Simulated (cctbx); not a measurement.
# What is wrong with this refinement?

Cell a = 3.2590 Å, b = 3.2590 Å, c = 6.9090 Å, α = 90.00°, β = 90.00°, γ = 120.00°; space group P6_3/mmc (no. 194).

Simulated single-crystal data (cctbx): Mo Kα, λ = 0.71073 Å, to d = 0.84 Å, 80 % of the full sphere, strongest reflection 20000 counts, noise from counting, a 6 % proportional error and a noise floor of 8 counts (s.d.); no absorption.

An isotropic refinement with weights 1/σ² prints:

```text
Rint 0.051, 33 unique reflections to 0.84 A
cycle     R1     wR2    GooF  max shift (A)
   1  0.6611  0.8972  38.494   0.10466
  12  0.0150  0.0284   1.217   0.00431
final R1 0.0200 wR2 0.0433 GooF 1.858  parameters 5  data/parameter 6.6
atom        x        y        z      Ueq    occ   su(xyz)  su(Uiso or U11)
Tc1    0.00000  0.00000  0.50000   0.0080  1.000  0.00000  0.0007
Al1    0.33333  0.66667  0.25000   0.0158  1.000  0.00000  0.0008
Al2    0.48998  0.51002  0.87911   0.6757  1.000  0.00535  0.1160
difference map: max 1.36 min -0.63 rms 0.32
Q1    0.0000  0.0000  0.1177    4    1.37  0.81 A from Tc1
Q2    0.0000  0.0000  0.2500    2    1.10  1.73 A from Tc1
Q3    0.1944  0.3889  0.2500    6    0.22  0.78 A from Al1
Q4    0.3333  0.6667  0.0909    4    0.20  1.02 A from Al2
Q5    0.3333  0.6667  0.5855    4   -0.07  0.92 A from Al2
Q6    0.1863  0.5931  0.2500    6   -0.10  0.42 A from Al1
```

**Question.** Can this result stand? If not, what is the likely fault?

Mend it. The fault: spurious atom: Al2. Against the right model at the same level, R1 goes from 0.0119 to 0.0200 and GooF from 0.97 to 1.86 and Al2 takes U = 0.68 Å². A site with no density behind it hides by a very large U or drifts. The fit had not settled when the cycles ran out.

The compound is AlTc. The right model at the same level gives:

```text
Rint 0.051, 33 unique reflections to 0.84 A
cycle     R1     wR2    GooF  max shift (A)
   1  0.0771  0.1919   7.825   0.00000
   2  0.0119  0.0237   0.967   0.00000
final R1 0.0119 wR2 0.0237 GooF 0.967  parameters 2  data/parameter 16.5
atom        x        y        z      Ueq    occ   su(xyz)  su(Uiso or U11)
Tc1    0.00000  0.00000  0.50000   0.0078  1.000  0.00000  0.0003
Al1    0.33333  0.66667  0.25000   0.0156  1.000  0.00000  0.0004
difference map: max 0.71 min -0.37 rms 0.14
Q1    0.0000  0.0000  0.1073    4    0.71  0.74 A from Tc1
Q2    0.3333  0.6667  0.0879    4    0.47  1.12 A from Al1
Q3    0.3333  0.6667  0.5910    4    0.39  1.98 A from Tc1
Q4    0.2337  0.4674  0.2500    6    0.18  0.56 A from Al1
Q5    0.2077  0.4153  0.9923   12    0.14  1.17 A from Tc1
Q6    0.2327  0.4654  0.7500    6    0.08  1.67 A from Al1
```

The model was made for the exercise: a known structure type with other elements put in, its volume estimated, not relaxed; displacement parameters are assumed.

[Middle refinement cycles are left out of these outputs.]

[Logs are printed without paths, hosts, clocks, repeated set-up lines and the standing remarks that a program may print on its own settings, such as how far it seeks lower states.]
